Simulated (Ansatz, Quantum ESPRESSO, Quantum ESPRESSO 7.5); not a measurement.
**Conductance against width: vacuum gaps between two Li(100) faces**

How fast does transmission decay with width? The series: vacuum gaps between two Li(100) faces.

Main program and level: Quantum ESPRESSO 7.5; plane-wave DFT, LDA, GBRV ultrasoft pseudopotentials (cross-check by Ansatz 0.2.0 with PAW datasets).

This is a report of a sequence of runs, with most program output left out.

## Step 1: Starting point

The cell holds 16 atoms: 16 Li. Cell: a = 3.440 Å, b = 3.440 Å, c = 30.800 Å, α = 90.0°, β = 90.0°, γ = 90.0°. It derives from Li. Regions: left lead, 8 atoms (8 Li); right lead, 8 atoms (8 Li). The structure is stacked along c, and the current runs across the ab planes.

As a file:

```cif
data_structure
_symmetry_space_group_name_H-M 'P 1'
_symmetry_Int_Tables_number 1
_cell_length_a 3.4400
_cell_length_b 3.4400
_cell_length_c 30.8000
_cell_angle_alpha 90.000
_cell_angle_beta 90.000
_cell_angle_gamma 90.000
_cell_volume 364.47
loop_
_atom_site_label
_atom_site_type_symbol
_atom_site_fract_x
_atom_site_fract_y
_atom_site_fract_z
_atom_site_occupancy
Li1 Li 0.00000 0.00000 0.00000 1
Li2 Li 0.50000 0.50000 0.05584 1
Li3 Li 0.00000 0.00000 0.11169 1
Li4 Li 0.50000 0.50000 0.16753 1
Li5 Li 0.00000 0.00000 0.22338 1
Li6 Li 0.50000 0.50000 0.27922 1
Li7 Li 0.00000 0.00000 0.33506 1
Li8 Li 0.50000 0.50000 0.39091 1
Li9 Li 0.00000 0.00000 0.55325 1
Li10 Li 0.50000 0.50000 0.60909 1
Li11 Li 0.00000 0.00000 0.66494 1
Li12 Li 0.50000 0.50000 0.72078 1
Li13 Li 0.00000 0.00000 0.77662 1
Li14 Li 0.50000 0.50000 0.83247 1
Li15 Li 0.00000 0.00000 0.88831 1
Li16 Li 0.50000 0.50000 0.94416 1
```

## Step 2: Ground state, 5 Å

One periodic cell holds a stretch of lead, the junction and more lead; the atoms stay as built.

j0.scf.in

```
&control
  prefix = 'j0.scf'
  outdir = './out'
  pseudo_dir = './pseudo'
  calculation = 'scf'
  tprnfor = .true.
/
&system
  ibrav = 0
  nat = 16
  ntyp = 1
  ecutwfc = 40
  ecutrho = 200
  occupations = 'smearing'
  smearing = 'mv'
  degauss = 0.01
/
&electrons
  conv_thr = 1e-07
  mixing_beta = 0.25
  electron_maxstep = 120
  mixing_mode = 'local-TF'
/
ATOMIC_SPECIES
  Li  6.9400  li_lda_v1.4.uspp.F.UPF
CELL_PARAMETERS angstrom
  3.44000000000000 0.00000000000000 0.00000000000000
  0.00000000000000 3.44000000000000 0.00000000000000
  0.00000000000000 0.00000000000000 30.80000000000000
ATOMIC_POSITIONS crystal
  Li  0.000000000000 0.000000000000 0.000000000000
  Li  0.500000000000 0.500000000000 0.055844155844
  Li  0.000000000000 0.000000000000 0.111688311688
  Li  0.500000000000 0.500000000000 0.167532467532
  Li  0.000000000000 0.000000000000 0.223376623377
  Li  0.500000000000 0.500000000000 0.279220779221
  Li  0.000000000000 0.000000000000 0.335064935065
  Li  0.500000000000 0.500000000000 0.390909090909
  Li  0.000000000000 0.000000000000 0.553246753247
  Li  0.500000000000 0.500000000000 0.609090909091
  Li  0.000000000000 0.000000000000 0.664935064935
  Li  0.500000000000 0.500000000000 0.720779220779
  Li  0.000000000000 0.000000000000 0.776623376623
  Li  0.500000000000 0.500000000000 0.832467532468
  Li  0.000000000000 0.000000000000 0.888311688312
  Li  0.500000000000 0.500000000000 0.944155844156
K_POINTS automatic
  7 7 1 0 0 0
```

Started as:

```bash
> OMP_NUM_THREADS=1 mpirun -n 4 pw.x -nk 2 -in j0.scf.in > j0.scf.out
```

Wall time 32 s (4 MPI ranks of Arm Neoverse V2, shared host); peak memory 0.5 GiB; 2.1 min of CPU time.

This step gave:

* free energy: -3111.0286 eV
* Fermi energy: 0.4624 eV

The run needed 24 iterations to bring the estimated error under 1e-07 Ry; the largest force on any atom, held or free, is 0.12 eV/Å.

## Step 3: The open system, 5 Å

prefixt takes both regions from one run: the lead from 0 to bdl, the scattering region from bdl to bds (units of alat). ikind = 1 puts the same lead on both sides. The program's T_tot counts both spins in a run without spin; the tables below give T per spin.

j0.cond.in

```
&inputcond
  outdir = './out'
  prefixt = 'j0.scf'
  tran_file = 'j0.cond.dat'
  bdl = 2.0000000000
  bds = 8.9534883721
  ikind = 1
  ewind = 4.0
  epsproj = 1e-05
  nz1 = 7
  energy0 = 0.4
  denergy = -0.4
/
15
  0.00000000 0.00000000 0.01562500
  0.00000000 0.12500000 0.06250000
  0.00000000 0.25000000 0.06250000
  0.00000000 0.37500000 0.06250000
  0.00000000 0.50000000 0.03125000
  0.12500000 0.12500000 0.06250000
  0.12500000 0.25000000 0.12500000
  0.12500000 0.37500000 0.12500000
  0.12500000 0.50000000 0.06250000
  0.25000000 0.25000000 0.06250000
  0.25000000 0.37500000 0.12500000
  0.25000000 0.50000000 0.06250000
  0.37500000 0.37500000 0.06250000
  0.37500000 0.50000000 0.06250000
  0.50000000 0.50000000 0.01562500
3
```

Started as:

```bash
> OMP_NUM_THREADS=1 mpirun -n 4 pwcond.x -in j0.cond.in > j0.cond.out
```

Elapsed: 22 s, on 4 MPI ranks; peak memory 0.22 GiB; 88 s of CPU time.

Numbers from this step:

| Property | Result |
| --- | --- |
| lead channels at the Fermi level, one spin | 1.203 |
| transmission at the Fermi level, one spin | 0.2416 |
| conductance | 0.2416 G₀ |

Per spin; mean over the k mesh across the current. The open channels, zone mean by energy, zero at the Fermi level:

```
energy (eV)  open channels, zone mean
     -0.400                      1.08
      0.000                      1.20
      0.400                      1.36
```

Per spin; mean over the k mesh across the current. The transmission, zone mean by energy, zero at the Fermi level:

```
energy (eV)  transmission, zone mean
     -0.400                    0.161
      0.000                    0.242
      0.400                    0.358
```

At 0.000 eV; k in fractions of b1, b2. Transmission by k point:

```
   k1     k2   weight         t  channels
    0      0  0.01562    0.8696         1
    0  0.125   0.0625    0.8044         1
    0   0.25   0.0625    0.5351         1
    0  0.375   0.0625      0.17         1
    0    0.5  0.03125   0.02204         2
0.125  0.125   0.0625    0.7221         1
0.125   0.25    0.125    0.4272         1
0.125  0.375    0.125    0.1164         1
0.125    0.5   0.0625   0.01783         2
 0.25   0.25   0.0625    0.2014         1
 0.25  0.375    0.125   0.04096         1
 0.25    0.5   0.0625  0.007168         2
0.375  0.375   0.0625  0.009503         1
0.375    0.5   0.0625   9.19e-4         2
  0.5    0.5  0.01562         0         0
```

## Step 4: Cross-check with Ansatz, 5 Å

As a check, the same structure is run in Ansatz.

Level of this step: plane-wave DFT, LDA, Ansatz PAW (Ansatz 0.2.0).

input.yaml

```yaml
crystal:
  lattice:
    - [3.44, 0.0, 0.0]
    - [0.0, 3.44, 0.0]
    - [0.0, 0.0, 30.8]
  atoms:
    - { symbol: Li, position: [0.0, 0.0, 0.0] }
    - { symbol: Li, position: [0.5, 0.5, 0.0558441558] }
    - { symbol: Li, position: [0.0, 0.0, 0.1116883117] }
    - { symbol: Li, position: [0.5, 0.5, 0.1675324675] }
    - { symbol: Li, position: [0.0, 0.0, 0.2233766234] }
    - { symbol: Li, position: [0.5, 0.5, 0.2792207792] }
    - { symbol: Li, position: [0.0, 0.0, 0.3350649351] }
    - { symbol: Li, position: [0.5, 0.5, 0.3909090909] }
    - { symbol: Li, position: [0.0, 0.0, 0.5532467532] }
    - { symbol: Li, position: [0.5, 0.5, 0.6090909091] }
    - { symbol: Li, position: [0.0, 0.0, 0.6649350649] }
    - { symbol: Li, position: [0.5, 0.5, 0.7207792208] }
    - { symbol: Li, position: [0.0, 0.0, 0.7766233766] }
    - { symbol: Li, position: [0.5, 0.5, 0.8324675325] }
    - { symbol: Li, position: [0.0, 0.0, 0.8883116883] }
    - { symbol: Li, position: [0.5, 0.5, 0.9441558442] }
kpoints:
  mp_grid: { grid: [7, 7, 1] }
hamiltonian:
  xc: lda
scf:
  occupations: { method: fermi_dirac, width: 0.1 }
  convergence: { dr2_threshold: 1.0e-08 }
output:
  transmission: { leads: [[0, 2]], e_range: [-0.4, 0.4], de: 0.4, kmesh: [8, 8] }
  write_potential: true
  write_density: true
  volumetric_format: npy
  elf: true
```

Started as:

```bash
> ansatz run input.yaml --threads 4 --pin off --max-ram 8192MiB --backend cpu --events-out ev --progress --plain --runs-dir out
```

It took 12 s on 4 threads; peak memory 0.71 GiB; 39 s of CPU time.

Numbers from this step:

* free energy: -3225.5457 eV
* energy at zero smearing: -3225.3990 eV
* smearing term TS: 0.2934 eV
* Fermi energy: 0.5423 eV
* symmetry operations: 16
* transmission at the Fermi level, one spin: 0.2421
* step of the lead's Hamiltonian over a period: 11.3 meV

Per spin; mean over the k mesh across the current. Table of transmission, zone mean by energy, zero at the Fermi level:

```
energy (eV)  transmission, zone mean
     -0.400                    0.162
      0.000                    0.242
      0.400                    0.354
```

Per spin; mean over the k mesh across the current. Open channels, zone mean against energy, zero at the Fermi level:

```
energy (eV)  open channels, zone mean
     -0.400                      1.08
      0.000                      1.20
      0.400                      1.36
```

Electrostatic potential energy in the ca plane at fractional y = 0.000, with atoms of Li within 0.2 Å of it. With pseudopotentials it is smooth inside the atoms' cores, unlike the true potential.

Ten even steps from '0' (-27 eV) to '9' (4 eV), each cell a mean:
```
58999851027999999999999872005899985002799997
89999986578999999999999986558999998657899998
99999998889999999999999998889999999888999999
99999999999999999999999999999999999999999999
99999999999999999999999999999999999999999999
99999999999999999999999999999999999999999999
89999988789999999999999988778999998878999999
68999873148999999999999874126899986314899998
48999840017999999999999861004899984001799997
```
Columns run along c (16.0 Å, from fractional 0.24 to 0.76 of the cell; values clipped at the 3rd and 97th percentile), rows up along a (3.4 Å). Atoms in or near the plane, at fractional coordinates: Li at (0.34, 0.00), Li at (0.55, 0.00), Li at (0.66, 0.00).

Valence density in the ca plane at fractional y = 0.000, with atoms of Li within 0.2 Å of it. It is the smooth field of the valence electrons, not physical close to the nuclei.

Ten steps, logarithmic in the rise over the least value, from '0' (0.0 e/Å³) to '9' (7.0 e/Å³), each cell a mean:
```
31111127861100000000000005873111113785111111
11111112311100000000000001221111111231111111
11111111111100000000000000011111111111111111
11111111111100000000000000011111111111111111
11111111111100000000000000011111111111111111
11111111111100000000000000011111111111111111
11111111111100000000000000111111111111111111
11111115631100000000000003651111111563111111
41111138971000000000000016994111114997111111
```
Columns run along c (16.0 Å, from fractional 0.24 to 0.76 of the cell), rows up along a (3.4 Å). Atoms in or near the plane, at fractional coordinates: Li at (0.34, 0.00), Li at (0.55, 0.00), Li at (0.66, 0.00).

Ansatz finds T = 0.242 against pwcond's 0.242.

## Step 5: SCF with pw.x, 6 Å

Level of this step: plane-wave DFT, LDA, GBRV ultrasoft pseudopotentials (Quantum ESPRESSO 7.5).

j1.scf.in

```
&control
  prefix = 'j1.scf'
  outdir = './out'
  pseudo_dir = './pseudo'
  calculation = 'scf'
  tprnfor = .true.
/
&system
  ibrav = 0
  nat = 16
  ntyp = 1
  ecutwfc = 40
  ecutrho = 200
  occupations = 'smearing'
  smearing = 'mv'
  degauss = 0.01
/
&electrons
  conv_thr = 1e-07
  mixing_beta = 0.25
  electron_maxstep = 120
  mixing_mode = 'local-TF'
/
ATOMIC_SPECIES
  Li  6.9400  li_lda_v1.4.uspp.F.UPF
CELL_PARAMETERS angstrom
  3.44000000000000 0.00000000000000 0.00000000000000
  0.00000000000000 3.44000000000000 0.00000000000000
  0.00000000000000 0.00000000000000 31.80000000000000
ATOMIC_POSITIONS crystal
  Li  0.000000000000 0.000000000000 0.000000000000
  Li  0.500000000000 0.500000000000 0.054088050314
  Li  0.000000000000 0.000000000000 0.108176100629
  Li  0.500000000000 0.500000000000 0.162264150943
  Li  0.000000000000 0.000000000000 0.216352201258
  Li  0.500000000000 0.500000000000 0.270440251572
  Li  0.000000000000 0.000000000000 0.324528301887
  Li  0.500000000000 0.500000000000 0.378616352201
  Li  0.000000000000 0.000000000000 0.567295597484
  Li  0.500000000000 0.500000000000 0.621383647799
  Li  0.000000000000 0.000000000000 0.675471698113
  Li  0.500000000000 0.500000000000 0.729559748428
  Li  0.000000000000 0.000000000000 0.783647798742
  Li  0.500000000000 0.500000000000 0.837735849057
  Li  0.000000000000 0.000000000000 0.891823899371
  Li  0.500000000000 0.500000000000 0.945911949686
K_POINTS automatic
  7 7 1 0 0 0
```

Started as:

```bash
> OMP_NUM_THREADS=1 mpirun -n 4 pw.x -nk 2 -in j1.scf.in > j1.scf.out
```

Elapsed: 38 s, on 4 MPI ranks; peak memory 0.47 GiB.

Read from the output:

- free energy: -3110.9715 eV
- Fermi energy: 0.356 eV

## Step 6: Transmission with pwcond.x, 6 Å

j1.cond.in is the input of step 3 with these lines changed:

```diff
@@ -2,6 +2,6 @@
   outdir = './out'
-  prefixt = 'j0.scf'
-  tran_file = 'j0.cond.dat'
+  prefixt = 'j1.scf'
+  tran_file = 'j1.cond.dat'
   bdl = 2.0000000000
-  bds = 8.9534883721
+  bds = 9.2441860465
   ikind = 1
```

Started as:

```bash
> OMP_NUM_THREADS=1 mpirun -n 4 pwcond.x -in j1.cond.in > j1.cond.out
```

Wall time 22 s (4 MPI ranks); peak memory 0.23 GiB; 89 s of CPU time.

Numbers from this step:

| Property | Result |
| --- | --- |
| transmission at the Fermi level, one spin | 0.08872 |
| conductance | 0.08872 G₀ |

Per spin; mean over the k mesh across the current. Transmission, zone mean against energy, zero at the Fermi level:

```
energy (eV)  transmission, zone mean
     -0.400                   0.0481
      0.000                   0.0887
      0.400                    0.152
```

T goes from 0.242 to 0.0887, a factor of 2.7.

## Step 7: The same in Ansatz, 6 Å

Level of this step: plane-wave DFT, LDA, Ansatz PAW (Ansatz 0.2.0).

input.yaml

```yaml
crystal:
  lattice:
    - [3.44, 0.0, 0.0]
    - [0.0, 3.44, 0.0]
    - [0.0, 0.0, 31.8]
  atoms:
    - { symbol: Li, position: [0.0, 0.0, 0.0] }
    - { symbol: Li, position: [0.5, 0.5, 0.0540880503] }
    - { symbol: Li, position: [0.0, 0.0, 0.1081761006] }
    - { symbol: Li, position: [0.5, 0.5, 0.1622641509] }
    - { symbol: Li, position: [0.0, 0.0, 0.2163522013] }
    - { symbol: Li, position: [0.5, 0.5, 0.2704402516] }
    - { symbol: Li, position: [0.0, 0.0, 0.3245283019] }
    - { symbol: Li, position: [0.5, 0.5, 0.3786163522] }
    - { symbol: Li, position: [0.0, 0.0, 0.5672955975] }
    - { symbol: Li, position: [0.5, 0.5, 0.6213836478] }
    - { symbol: Li, position: [0.0, 0.0, 0.6754716981] }
    - { symbol: Li, position: [0.5, 0.5, 0.7295597484] }
    - { symbol: Li, position: [0.0, 0.0, 0.7836477987] }
    - { symbol: Li, position: [0.5, 0.5, 0.8377358491] }
    - { symbol: Li, position: [0.0, 0.0, 0.8918238994] }
    - { symbol: Li, position: [0.5, 0.5, 0.9459119497] }
kpoints:
  mp_grid: { grid: [7, 7, 1] }
hamiltonian:
  xc: lda
scf:
  occupations: { method: fermi_dirac, width: 0.1 }
  convergence: { dr2_threshold: 1.0e-08 }
output:
  transmission: { leads: [[0, 2]], e_range: [-0.4, 0.4], de: 0.4, kmesh: [8, 8] }
  write_potential: true
  write_density: true
  volumetric_format: npy
```

Started as:

```bash
> ansatz run input.yaml --threads 4 --pin off --max-ram 8192MiB --backend cpu --events-out ev --progress --plain --runs-dir out
```

Wall time 12 s (4 threads); peak memory 0.75 GiB; 41 s of CPU time.

Numbers from this step:

| Property | Result |
| --- | --- |
| free energy | -3225.4940 eV |
| energy at zero smearing | -3225.3452 eV |
| smearing term TS | 0.2974 eV |
| Fermi energy | 0.4358 eV |
| transmission at the Fermi level, one spin | 0.08893 |
| step of the lead's Hamiltonian over a period | 11.6 meV |

Per spin; mean over the k mesh across the current. Table of transmission, zone mean by energy, zero at the Fermi level:

```
energy (eV)  transmission, zone mean
     -0.400                   0.0484
      0.000                   0.0889
      0.400                    0.152
```

Ansatz finds T = 0.0889 against pwcond's 0.0887.

## Step 8: SCF with pw.x, 7 Å

Level of this step: plane-wave DFT, LDA, GBRV ultrasoft pseudopotentials (Quantum ESPRESSO 7.5).

j2.scf.in

```
&control
  prefix = 'j2.scf'
  outdir = './out'
  pseudo_dir = './pseudo'
  calculation = 'scf'
  tprnfor = .true.
/
&system
  ibrav = 0
  nat = 16
  ntyp = 1
  ecutwfc = 40
  ecutrho = 200
  occupations = 'smearing'
  smearing = 'mv'
  degauss = 0.01
/
&electrons
  conv_thr = 1e-07
  mixing_beta = 0.25
  electron_maxstep = 120
  mixing_mode = 'local-TF'
/
ATOMIC_SPECIES
  Li  6.9400  li_lda_v1.4.uspp.F.UPF
CELL_PARAMETERS angstrom
  3.44000000000000 0.00000000000000 0.00000000000000
  0.00000000000000 3.44000000000000 0.00000000000000
  0.00000000000000 0.00000000000000 32.80000000000000
ATOMIC_POSITIONS crystal
  Li  0.000000000000 0.000000000000 0.000000000000
  Li  0.500000000000 0.500000000000 0.052439024390
  Li  0.000000000000 0.000000000000 0.104878048780
  Li  0.500000000000 0.500000000000 0.157317073171
  Li  0.000000000000 0.000000000000 0.209756097561
  Li  0.500000000000 0.500000000000 0.262195121951
  Li  0.000000000000 0.000000000000 0.314634146341
  Li  0.500000000000 0.500000000000 0.367073170732
  Li  0.000000000000 0.000000000000 0.580487804878
  Li  0.500000000000 0.500000000000 0.632926829268
  Li  0.000000000000 0.000000000000 0.685365853659
  Li  0.500000000000 0.500000000000 0.737804878049
  Li  0.000000000000 0.000000000000 0.790243902439
  Li  0.500000000000 0.500000000000 0.842682926829
  Li  0.000000000000 0.000000000000 0.895121951220
  Li  0.500000000000 0.500000000000 0.947560975610
K_POINTS automatic
  7 7 1 0 0 0
```

Started as:

```bash
> OMP_NUM_THREADS=1 mpirun -n 4 pw.x -nk 2 -in j2.scf.in > j2.scf.out
```

It took 44 s on 4 MPI ranks; peak memory 0.48 GiB.

This step gave:

| Quantity | Value |
| --- | --- |
| free energy | -3110.9549 eV |
| Fermi energy | 0.2573 eV |

## Step 9: The open system, 7 Å

j2.cond.in is the input of step 6 with these lines changed:

```diff
@@ -2,6 +2,6 @@
   outdir = './out'
-  prefixt = 'j1.scf'
-  tran_file = 'j1.cond.dat'
+  prefixt = 'j2.scf'
+  tran_file = 'j2.cond.dat'
   bdl = 2.0000000000
-  bds = 9.2441860465
+  bds = 9.5348837209
   ikind = 1
```

Started as:

```bash
> OMP_NUM_THREADS=1 mpirun -n 4 pwcond.x -in j2.cond.in > j2.cond.out
```

It took 23 s on 4 MPI ranks; peak memory 0.23 GiB; 91 s of CPU time.

Numbers from this step:

| Item | Value |
| --- | --- |
| transmission at the Fermi level, one spin | 0.02373 |
| conductance | 0.02373 G₀ |

Per spin; mean over the k mesh across the current. The transmission, zone mean by energy, zero at the Fermi level:

```
energy (eV)  transmission, zone mean
     -0.400                   0.0108
      0.000                   0.0237
      0.400                   0.0477
```

At 0.000 eV; k in fractions of b1, b2. Transmission by k point:

```
   k1     k2   weight         t  channels
    0      0  0.01562      0.18         1
    0  0.125   0.0625    0.1295         1
    0   0.25   0.0625   0.04098         1
    0  0.375   0.0625  0.005545         1
    0    0.5  0.03125   3.39e-4         2
0.125  0.125   0.0625   0.08974         1
0.125   0.25    0.125   0.02617         1
0.125  0.375    0.125  0.003336         1
0.125    0.5   0.0625   2.48e-4         2
 0.25   0.25   0.0625  0.007507         1
 0.25  0.375    0.125   8.29e-4         1
 0.25    0.5   0.0625   5.92e-5         2
0.375  0.375   0.0625   1.19e-4         1
0.375    0.5   0.0625   5.30e-6         2
  0.5    0.5  0.01562         0         0
```

T goes from 0.0887 to 0.0237, a factor of 3.7.

## Step 10: The same in Ansatz, 7 Å

Level of this step: plane-wave DFT, LDA, Ansatz PAW (Ansatz 0.2.0).

input.yaml

```yaml
crystal:
  lattice:
    - [3.44, 0.0, 0.0]
    - [0.0, 3.44, 0.0]
    - [0.0, 0.0, 32.8]
  atoms:
    - { symbol: Li, position: [0.0, 0.0, 0.0] }
    - { symbol: Li, position: [0.5, 0.5, 0.0524390244] }
    - { symbol: Li, position: [0.0, 0.0, 0.1048780488] }
    - { symbol: Li, position: [0.5, 0.5, 0.1573170732] }
    - { symbol: Li, position: [0.0, 0.0, 0.2097560976] }
    - { symbol: Li, position: [0.5, 0.5, 0.262195122] }
    - { symbol: Li, position: [0.0, 0.0, 0.3146341463] }
    - { symbol: Li, position: [0.5, 0.5, 0.3670731707] }
    - { symbol: Li, position: [0.0, 0.0, 0.5804878049] }
    - { symbol: Li, position: [0.5, 0.5, 0.6329268293] }
    - { symbol: Li, position: [0.0, 0.0, 0.6853658537] }
    - { symbol: Li, position: [0.5, 0.5, 0.737804878] }
    - { symbol: Li, position: [0.0, 0.0, 0.7902439024] }
    - { symbol: Li, position: [0.5, 0.5, 0.8426829268] }
    - { symbol: Li, position: [0.0, 0.0, 0.8951219512] }
    - { symbol: Li, position: [0.5, 0.5, 0.9475609756] }
kpoints:
  mp_grid: { grid: [7, 7, 1] }
hamiltonian:
  xc: lda
scf:
  occupations: { method: fermi_dirac, width: 0.1 }
  convergence: { dr2_threshold: 1.0e-08 }
output:
  transmission: { leads: [[0, 2]], e_range: [-0.4, 0.4], de: 0.4, kmesh: [8, 8] }
  write_potential: true
  write_density: true
  volumetric_format: npy
  elf: true
```

Started as:

```bash
> ansatz run input.yaml --threads 4 --pin off --max-ram 8192MiB --backend cpu --events-out ev --progress --plain --runs-dir out
```

Run time: 12 s. Hardware: 4 threads; peak memory 0.77 GiB; 40 s of CPU time.

Numbers from this step:

- free energy: -3225.4783 eV
- energy at zero smearing: -3225.3296 eV
- smearing term TS: 0.2973 eV
- Fermi energy: 0.3346 eV
- transmission at the Fermi level, one spin: 0.02357
- step of the lead's Hamiltonian over a period: 11.7 meV

Per spin; mean over the k mesh across the current. Transmission, zone mean against energy, zero at the Fermi level:

```
energy (eV)  transmission, zone mean
     -0.400                   0.0107
      0.000                   0.0236
      0.400                   0.0473
```

Ansatz finds T = 0.0236 against pwcond's 0.0237.

(Part 1 of 2 ends here.)

[Logs are printed without paths, hosts, clocks, repeated set-up lines and the standing remarks that a program may print on its own settings, such as how far it seeks lower states.]

[Hosts, paths, dates, database ids (printed as entryN), source tags and the programs' standing remarks are cut or masked in the printed files.]

[Maps of the electrostatic potential energy from Ansatz leave out the sawtooth potential of an applied field or a dipole correction, so their vacuum need not be flat; planar profiles and work functions include it.]
